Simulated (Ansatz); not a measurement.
# Ti2NF2 MXene bilayer (AB) in a perpendicular field

What dipole does a perpendicular field induce in the Ti2NF2 MXene bilayer (AB)? A positive field points along +c.

Calculated with Ansatz 0.2.0; plane-wave DFT, PBE-D3(BJ), Ansatz PAW.

This is a report of a sequence of runs, with most program output left out.

**1. Starting point**

The cell holds 10 atoms: 4 F, 4 Ti and 2 N. Cell: a = 3.029 Å, b = 3.029 Å, c = 53.845 Å, α = 90.0°, β = 90.0°, γ = 120.0°. Regions: layer 1: Ti2NF2 MXene, 5 atoms (2 F, 2 Ti and 1 N); layer 2: Ti2NF2 MXene, 5 atoms (2 F, 2 Ti and 1 N). Vacuum lies along c.

Structure file:

```cif
data_structure
_symmetry_space_group_name_H-M 'P 1'
_symmetry_Int_Tables_number 1
_cell_length_a 3.0287
_cell_length_b 3.0287
_cell_length_c 53.8448
_cell_angle_alpha 90.000
_cell_angle_beta 90.000
_cell_angle_gamma 120.000
_cell_volume 427.76
loop_
_atom_site_label
_atom_site_type_symbol
_atom_site_fract_x
_atom_site_fract_y
_atom_site_fract_z
_atom_site_occupancy
F1 F 0.33333 0.66667 0.39372 1
Ti2 Ti 0.66667 0.33333 0.41213 1
N3 N 0.00000 0.00000 0.43433 1
Ti4 Ti 0.33333 0.66667 0.45652 1
F5 F 0.66667 0.33333 0.47493 1
F6 F 0.66667 0.33333 0.52507 1
Ti7 Ti 0.00000 0.00000 0.54348 1
N8 N 0.33333 0.66667 0.56567 1
Ti9 Ti 0.66667 0.33333 0.58787 1
F10 F 0.00000 0.00000 0.60628 1
```

**2. Relaxing the slab**

The starting cell is a guess, so the in-plane lattice and the atoms are relaxed first, with the slab cut off from its images along the normal.

File input.yaml:

```yaml
crystal:
  lattice:
    - [3.02874, 0.0, 0.0]
    - [-1.51437, 2.6229657815, 0.0]
    - [0.0, 0.0, 53.8447725446]
  atoms:
    - { symbol: F, position: [0.3333333333, 0.6666666667, 0.3937243858] }
    - { symbol: Ti, position: [0.6666666667, 0.3333333333, 0.4121316142], spin: 1.0 }
    - { symbol: "N", position: [0.0, 0.0, 0.4343261571] }
    - { symbol: Ti, position: [0.3333333333, 0.6666666667, 0.4565206999], spin: 1.0 }
    - { symbol: F, position: [0.6666666667, 0.3333333333, 0.4749279283] }
    - { symbol: F, position: [0.6666666667, 0.3333333333, 0.5250720717] }
    - { symbol: Ti, position: [0.0, 0.0, 0.5434793001], spin: 1.0 }
    - { symbol: "N", position: [0.3333333333, 0.6666666667, 0.5656738429] }
    - { symbol: Ti, position: [0.6666666667, 0.3333333333, 0.5878683858], spin: 1.0 }
    - { symbol: F, position: [0.0, 0.0, 0.6062756142] }
  periodic: [true, true, false]
magnetization:
  spin_polarized: true
kpoints:
  mp_grid: { grid: [12, 12, 1] }
hamiltonian:
  xc: pbe
  dispersion: d3bj
scf:
  occupations: { method: fermi_dirac, width: 0.05 }
  convergence: { dr2_threshold: 1.0e-09 }
relax:
  f_tol: 0.004
  max_steps: 90
  cell: {}
output:
  write_potential: true
  write_density: true
  volumetric_format: npy
```

Run with:

```console
$ ansatz run input.yaml --threads 4 --pin off --max-ram 6144MiB --backend cpu --events-out ev --progress --plain --runs-dir out
```

Run time: 2.1 min. Hardware: 4 threads of Arm Neoverse V2, shared host; peak memory 1.4 GiB; 8.3 min of CPU time.

Relaxation path:

```
step  energy less that of the first step (eV)  largest force component (eV/Å)  volume (Å³)
   1                                   0.0000                          5.2112       427.76
   2                                  -1.9147                          1.1349       427.23
   3                                  -2.1152                          0.1005       420.88
   4                                  -2.1222                          0.0644       425.23
   5                                  -2.1221                          0.0223       426.17
   6                                  -2.1217                          0.0049       426.70
   7                                  -2.1217                          0.0002       426.73
  8*                                  -2.1206                          0.0002       426.73
```

Relaxation steps marked * repeat the geometry before them on a plane-wave basis chosen anew for their cell, so energy and pressure can jump there.

The run keeps the 12 symmetry operations that it works with, so distortions that break them were not tested.

```
cell as run  before  after  change
      a (Å)   3.029  3.025  -0.1 %
      b (Å)   3.029  3.025  -0.1 %
```

The atoms that moved most (Å, along periodic axes as changes of fractional coordinates times the final cell, across vacuum about the mean position):

```
atom     dx     dy      dz  length
  F1  0.000  0.000  -0.334   0.334
 F10  0.000  0.000   0.334   0.334
 Ti7  0.000  0.000   0.303   0.303
 Ti4  0.000  0.000  -0.303   0.303
  N3  0.000  0.000  -0.186   0.186
  N8  0.000  0.000   0.186   0.186
 Ti2  0.000  0.000  -0.070   0.070
 Ti9  0.000  0.000   0.070   0.070
```

Numbers from this step:

| Item | Value |
| --- | --- |
| energy at zero smearing | -14016.1958 eV |

The lattice constant a goes from 3.029 to 3.025 Å.

**3. Atoms held, field 0, start network**

A sawtooth potential applies the field, turning back in the middle of the vacuum. With the dipole correction the typed value is the field outside the slab. The induced dipole is small, so the SCF threshold is tight.

The cell differs from the one that the last finished run ended in (c 53.845 → 30.113 Å).

File input.yaml:

```yaml
crystal:
  lattice:
    - [3.0251070851, 0.0, 0.0]
    - [-1.5125535425, 2.6198195848, 0.0]
    - [0.0, 0.0, 30.113060794]
  atoms:
    - { symbol: F, position: [0.3333333333, 0.6666666667, 0.298873637] }
    - { symbol: Ti, position: [0.6666666667, 0.3333333333, 0.3405756745] }
    - { symbol: "N", position: [0.0, 0.0, 0.3763780793] }
    - { symbol: Ti, position: [0.3333333333, 0.6666666667, 0.4121850962] }
    - { symbol: F, position: [0.6666666667, 0.3333333333, 0.4536592319] }
    - { symbol: F, position: [0.6666666667, 0.3333333333, 0.5463407681] }
    - { symbol: Ti, position: [0.0, 0.0, 0.5878149038] }
    - { symbol: "N", position: [0.3333333333, 0.6666666667, 0.6236219207] }
    - { symbol: Ti, position: [0.6666666667, 0.3333333333, 0.6594243255] }
    - { symbol: F, position: [0.0, 0.0, 0.701126363] }
kpoints:
  mp_grid: { grid: [18, 18, 1] }
  band_path:
    path: [[0, 0, 0], [0.5, 0, 0], [0.33333333, 0.33333333, 0], [0, 0, 0]]
    npoints: 16
hamiltonian:
  xc: pbe
  dispersion: d3bj
scf:
  occupations: { method: fermi_dirac, width: 0.05 }
  convergence: { dr2_threshold: 1.0e-10 }
efield:
  axis: 3
  dipole_correction: true
  ramp_position: 0.97
  ramp_width: 0.06
  amplitude: 0
output:
  dos: { projected: true, e_range: [-6, 5] }
  bader: true
  write_potential: true
  write_density: true
  volumetric_format: npy
  elf: true
```

Elapsed: 34 s, on 4 threads; peak memory 0.88 GiB; 2.3 min of CPU time.

Numbers from this step:

```
energy at zero smearing   : -14016.2074 eV
work function, upper face : 4.438 eV
dipole along the normal   : -3.66e-7 e·Å
```

Running mean over a fixed 2.6 Å (it still follows the layers) of the planar mean; the ramp of the sawtooth is left out. Table of electron's electrostatic potential energy less the Fermi level by z:

```
z (Å)  electron's electrostatic potential energy less the Fermi level (eV)
  3.5                                                                 4.44
  4.0                                                                 4.44
  4.5                                                                 4.44
  5.0                                                                 4.44
  5.5                                                                 4.44
  6.0                                                                 4.44
  6.5                                                                 4.42
  7.0                                                                 4.29
  7.5                                                                 3.24
  8.0                                                                 1.11
  8.5                                                                -1.34
  9.0                                                                -4.55
  9.5                                                                -7.62
 10.0                                                                -9.96
 10.5                                                                -11.0
 11.0                                                                -11.8
 11.5                                                                -12.0
 12.0                                                                -11.3
 12.5                                                                -10.5
 13.0                                                                -8.57
 13.5                                                                -5.69
 14.0                                                                -2.46
 14.5                                                               0.0866
 15.0                                                                 1.12
 15.5                                                                0.470
 16.0                                                                -1.78
 16.5                                                                -4.97
 17.0                                                                -7.96
 17.5                                                                -10.2
 18.0                                                                -11.1
 18.5                                                                -11.9
 19.0                                                                -12.0
 19.5                                                                -11.2
 20.0                                                                -10.3
 20.5                                                                -8.25
 21.0                                                                -5.29
 21.5                                                                -2.02
 22.0                                                                0.595
 22.5                                                                 2.81
 23.0                                                                 4.20
 23.5                                                                 4.40
 24.0                                                                 4.43
 24.5                                                                 4.44
 25.0                                                                 4.44
 25.5                                                                 4.44
 26.0                                                                 4.44
 26.5                                                                 4.44
```

The density of states has structure finer than the step of the table below, so its rows give means over 0.25 eV, whole bins alone (the curve runs from -6 to 1.06 eV). Peaks (eV: height): -5.370: 35.8, -0.510: 7.30.

Table of density of states by energy, zero at the Fermi level; means over each step:

energy (eV), density of states (states/eV a cell) and a bar:
```
    -5.75        5.9 ############
    -5.50       14.6 ##############################
    -5.25       13.1 ###########################
    -5.00        2.1 ####
    -4.75        0.0 
    -4.50        0.0 
    -4.25        0.0 
    -4.00        0.0 
    -3.75        0.0 
    -3.50        0.0 
    -3.25        0.0 
    -3.00        0.0 
    -2.75        0.0 
    -2.50        0.0 
    -2.25        1.5 ###
    -2.00        2.0 ####
    -1.75        2.1 ####
    -1.50        2.4 #####
    -1.25        3.4 #######
    -1.00        2.7 ######
    -0.75        1.4 ###
    -0.50        4.0 ########
    -0.25        2.9 ######
     0.00        3.8 ########
     0.25        3.4 #######
     0.50        3.3 #######
     0.75        3.3 #######
```

Projected DOS per atom over height of the atomic layer and energy from the Fermi level. Layers: F Ti N Ti F F Ti N Ti F from below.

Values in states/eV, 22 rows by 10 columns, each cell a mean:
```
0.03 0.88 0.07 0.89 0.03 0.03 0.89 0.07 0.88 0.03
0.04 0.75 0.06 0.75 0.04 0.04 0.75 0.06 0.75 0.04
0.04 0.76 0.05 0.76 0.04 0.04 0.76 0.05 0.76 0.04
0.04 0.79 0.05 0.80 0.04 0.04 0.80 0.05 0.79 0.04
0.04 0.87 0.04 0.88 0.04 0.04 0.88 0.04 0.87 0.04
0.02 0.49 0.02 0.49 0.02 0.02 0.49 0.02 0.49 0.02
0.04 0.56 0.04 0.56 0.04 0.04 0.56 0.04 0.56 0.04
0.05 0.68 0.05 0.68 0.05 0.05 0.68 0.05 0.68 0.05
0.04 0.50 0.03 0.50 0.04 0.04 0.50 0.03 0.50 0.04
0.03 0.45 0.02 0.45 0.04 0.04 0.45 0.02 0.45 0.03
0.02 0.26 0.00 0.26 0.02 0.02 0.26 0.00 0.26 0.02
0.00 0.00 0.00 0.00 0.00 0.00 0.00 0.00 0.00 0.00
0.00 0.00 0.00 0.00 0.00 0.00 0.00 0.00 0.00 0.00
0.00 0.00 0.00 0.00 0.00 0.00 0.00 0.00 0.00 0.00
0.00 0.00 0.00 0.00 0.00 0.00 0.00 0.00 0.00 0.00
0.00 0.00 0.00 0.00 0.00 0.00 0.00 0.00 0.00 0.00
0.00 0.00 0.00 0.00 0.00 0.00 0.00 0.00 0.00 0.00
0.00 0.00 0.00 0.00 0.00 0.00 0.00 0.00 0.00 0.00
0.06 0.04 0.22 0.04 0.05 0.05 0.04 0.22 0.04 0.06
0.63 0.52 2.58 0.52 0.66 0.66 0.52 2.58 0.52 0.63
0.50 0.80 3.79 0.81 0.46 0.46 0.81 3.79 0.80 0.50
0.36 0.40 1.72 0.41 0.37 0.37 0.41 1.72 0.40 0.36
```
Columns: height of the atomic layer (Å) from 9 to 21.1 (not evenly spaced); rows upwards: energy from the Fermi level (eV) from -5.96 to 1.06.

Electronic bands along the path, in eV, zero at the Fermi level:

```
  point  band 39  band 40  band 41  band 42  band 43  band 44  band 45  band 46
      Γ    -4.90    -4.90    -0.64    -0.64    -0.64    -0.64    -0.01     0.00
halfway    -5.23    -5.22    -1.60    -1.59     0.26     0.26     0.33     0.35
      M    -5.27    -5.27    -2.36    -2.35     1.24     1.24     1.34     1.34
halfway    -5.43    -5.43    -1.54    -1.53     0.73     0.73     0.97     0.98
      K    -5.48    -5.48    -0.08    -0.08     0.07     0.08     0.08     0.11
halfway    -5.38    -5.32    -1.12    -1.10    -0.65    -0.65     1.07     1.08
      Γ    -4.90    -4.90    -0.64    -0.64    -0.64    -0.64    -0.01     0.00
```

ELF in the ca plane at fractional y = 0.667, with atoms of F and Ti and N within 0.2 Å of it. It is the smooth field of the valence electrons, not physical close to the nuclei.

Values, 5 rows by 16 columns, each cell a mean:
```
0.24 0.57 0.16 0.50 0.22 0.22 0.46 0.19 0.20 0.21 0.24 0.50 0.08 0.00 0.00 0.00
0.20 0.38 0.18 0.32 0.14 0.14 0.31 0.13 0.40 0.24 0.16 0.33 0.04 0.00 0.00 0.00
0.17 0.29 0.49 0.13 0.02 0.02 0.06 0.31 0.66 0.59 0.10 0.04 0.00 0.00 0.00 0.00
0.17 0.33 0.42 0.15 0.01 0.00 0.03 0.39 0.55 0.66 0.11 0.01 0.00 0.00 0.00 0.00
0.18 0.30 0.32 0.18 0.08 0.08 0.19 0.15 0.58 0.33 0.12 0.20 0.02 0.00 0.00 0.00
```
Columns run along c (16.0 Å, from fractional 0.34 to 0.87 of the cell), rows up along a (3.0 Å). Atoms in or near the plane, at fractional coordinates: Ti at (0.41, 0.33), N at (0.62, 0.33).

Electrostatic potential energy in the ca plane at fractional y = 0.667, with atoms of F and Ti and N within 0.2 Å of it. With pseudopotentials it is smooth inside the atoms' cores, unlike the true potential.

Ten even steps from '0' (-35 eV) to '9' (8 eV), each cell a mean:
```
99999999999999999886557788888899999999875567
99999999999999999886556788888899999998875467
99999999999999999887667887667899999999877678
99999999999999996368888863114789999999988875
99999999999999970017888740001689999999988850
99999999999999960007888740001589999999988850
99999999999999994258888862013789999999988873
99999999999999999887777876557899999999887677
```
Columns run along c (16.0 Å, from fractional 0.09 to 0.62 of the cell; values clipped at the 3rd and 97th percentile), rows up along a (3.0 Å). Atoms in or near the plane, at fractional coordinates: F at (0.30, 0.33), Ti at (0.41, 0.33), N at (0.62, 0.33).

Valence density in the ca plane at fractional y = 0.667, with atoms of F and Ti and N within 0.2 Å of it. It is the smooth field of the valence electrons, not physical close to the nuclei.

Ten steps, logarithmic in the rise over the least value, from '0' (0 e/Å³) to '9' (11 e/Å³), each cell a mean:
```
00000000000000000112443433222332100023333433
00000000000000000113444443222332100123333432
00000000000000012222333333332221000012222333
00000000000000135653222235774210000001112245
00000000000000258984212248997310000000011357
00000000000000258985212258997310000000011357
00000000000000136753222236875210000000112245
00000000000000012332233333432221000012222333
```
Columns run along c (16.0 Å, from fractional 0.09 to 0.62 of the cell), rows up along a (3.0 Å). Atoms in or near the plane, at fractional coordinates: F at (0.30, 0.33), Ti at (0.41, 0.33), N at (0.62, 0.33).

The work function of the upper face is 4.44 eV.

**4. Atoms held, field 0.1 V/Å**

Edit input.yaml of step 3 so:

```diff
@@ -30,8 +30,6 @@
   dipole_correction: true
-  ramp_position: 0.97
-  ramp_width: 0.06
-  amplitude: 0
+  ramp_position: 0.9425
+  ramp_width: 0.1149
+  amplitude: 0.1
 output:
-  dos: { projected: true, e_range: [-6, 5] }
-  bader: true
   write_potential: true
@@ -39,2 +37 @@
   volumetric_format: npy
-  elf: true
```

The job ended after 25 s (4 threads; peak memory 0.83 GiB; 99 s of CPU time).

The dipole is 0.0542 e·Å.

**5. Single point, field -0.1 V/Å**

Edit input.yaml of step 4 so:

```diff
@@ -32,3 +32,3 @@
   ramp_width: 0.1149
-  amplitude: 0.1
+  amplitude: -0.1
 output:
```

Elapsed: 24 s, on 4 threads; peak memory 0.84 GiB; 96 s of CPU time.

The dipole is -0.0542 e·Å.

**6. Atoms held, field 0.2 V/Å**

Edit input.yaml of step 5 so:

```diff
@@ -32,3 +32,3 @@
   ramp_width: 0.1149
-  amplitude: -0.1
+  amplitude: 0.2
 output:
```

Wall time 25 s (4 threads); peak memory 0.83 GiB.

The dipole is 0.108 e·Å.

**7. Single point, field -0.2 V/Å**

Edit input.yaml of step 6 so:

```diff
@@ -32,3 +32,3 @@
   ramp_width: 0.1149
-  amplitude: 0.2
+  amplitude: -0.2
 output:
```

Wall time 26 s (4 threads); peak memory 0.82 GiB.

The dipole is -0.108 e·Å.

**8. Single point, field 0.35 V/Å**

Edit input.yaml of step 7 so:

```diff
@@ -30,6 +30,8 @@
   dipole_correction: true
-  ramp_position: 0.9425
-  ramp_width: 0.1149
-  amplitude: -0.2
+  ramp_position: 0.9231
+  ramp_width: 0.1538
+  amplitude: 0.35
 output:
+  dos: { projected: true, e_range: [-6, 5] }
+  bader: true
   write_potential: true
@@ -37 +39,2 @@
   volumetric_format: npy
+  elf: true
```

Elapsed: 38 s, on 4 threads; peak memory 0.85 GiB; 2.5 min of CPU time.

The dipole is 0.190 e·Å.

(Continued in part 2 of 2.)

[Logs are printed without paths, hosts, clocks, repeated set-up lines and the standing remarks that a program may print on its own settings, such as how far it seeks lower states.]

[Hosts, paths, dates, database ids (printed as entryN), source tags and the programs' standing remarks are cut or masked in the printed files.]

[Maps of the electrostatic potential energy from Ansatz leave out the sawtooth potential of an applied field or a dipole correction, so their vacuum need not be flat; planar profiles and work functions include it.]
